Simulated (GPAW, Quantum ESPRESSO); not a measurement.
The O K edge of atom 3 in HfPbO3 (Pm-3m), with 2 Hf at 2.08 Å (linear, site symmetry 4/mmm), was computed in 2 ways: full core hole (charged cell) and no core hole. Program and functional: Quantum ESPRESSO XSpectra, LDA, without spin-orbit coupling, Lorentzian half width 0.3 eV up to 4 eV, rising linearly to 2.5 eV at 25 eV; cells of 5 and 10 atoms (the run without a hole in the smaller).

Each run is counted from its own lowest empty level or Fermi level and scaled to a mean of 1 over its first 20 eV. (XSpectra's own axis starts at xe0, in the gap; it has been shifted.)

| E (eV) | run 1 | run 2 |
| --- | --- | --- |
| -2.0 | 0.04 | 0.04 |
| -1.0 | 0.08 | 0.07 |
| 0.0 | 0.20 | 0.17 |
| 1.0 | 1.19 | 0.64 |
| 2.0 | 1.73 | 1.77 |
| 3.0 | 0.99 | 1.87 |
| 4.0 | 0.92 | 1.37 |
| 5.0 | 0.68 | 0.91 |
| 6.0 | 0.56 | 0.45 |
| 7.0 | 0.95 | 0.52 |
| 8.0 | 1.39 | 0.75 |
| 9.0 | 1.88 | 1.16 |
| 10.0 | 1.56 | 1.59 |
| 11.0 | 1.18 | 1.55 |
| 12.0 | 0.95 | 1.18 |
| 13.0 | 0.81 | 0.92 |
| 14.0 | 0.79 | 0.82 |
| 15.0 | 0.88 | 0.85 |
| 16.0 | 0.96 | 0.92 |
| 17.0 | 0.90 | 0.90 |
| 18.0 | 0.77 | 0.79 |
| 19.0 | 0.65 | 0.67 |
| 20.0 | 0.57 | 0.57 |
| 21.0 | 0.53 | 0.52 |
| 22.0 | 0.53 | 0.49 |
| 23.0 | 0.55 | 0.49 |
| 24.0 | 0.59 | 0.51 |
| 25.0 | 0.63 | 0.53 |
| 26.0 | 0.68 | 0.55 |
| 27.0 | 0.73 | 0.58 |
| 28.0 | 0.79 | 0.62 |
| 29.0 | 0.86 | 0.68 |
| 30.0 | 0.92 | 0.75 |
| 31.0 | 0.94 | 0.81 |
| 32.0 | 0.90 | 0.82 |

Q: Which run is which?

Run 1: full core hole (charged cell) (area from −2 to 6 eV 5.9, main maxima 1.8 eV (1.84), 3.5 eV (0.97), 9.1 eV (1.89) and 16.1 eV (0.96)). Run 2: no core hole (area from −2 to 6 eV 7.0, main maxima 2.6 eV (2.39), 3.8 eV (1.43), 10.5 eV (1.63) and 16.3 eV (0.93)). With each curve scaled to its own mean, the area from −2 to 6 eV with the hole is 5.9 against 7.0, and the centre of weight from −1 to 20 eV moves by +0.1 eV (first and strongest maxima below 20 eV: 2.6 eV (2.39), 3.8 eV (1.43) and 10.5 eV (1.63) without the hole, 1.8 eV (1.84), 3.5 eV (0.97) and 9.1 eV (1.89) with it): the weight at the onset falls, probably as the absorber's own filled states drop away from the neighbours' empty ones and mix less with them.

[Hosts, paths, dates, database ids (printed as entryN), source tags and the programs' standing remarks are cut or masked in the printed files.]

[Lists of maxima count a maximum above −3 eV only where it reaches 4 % of the highest in the window and stands out from its surroundings by 2 % of it (1.5 % where it reaches 55 %); shoulders and weaker maxima are passed over, and of the rest the first, up to two pre-edge ones and the few strongest are named.]
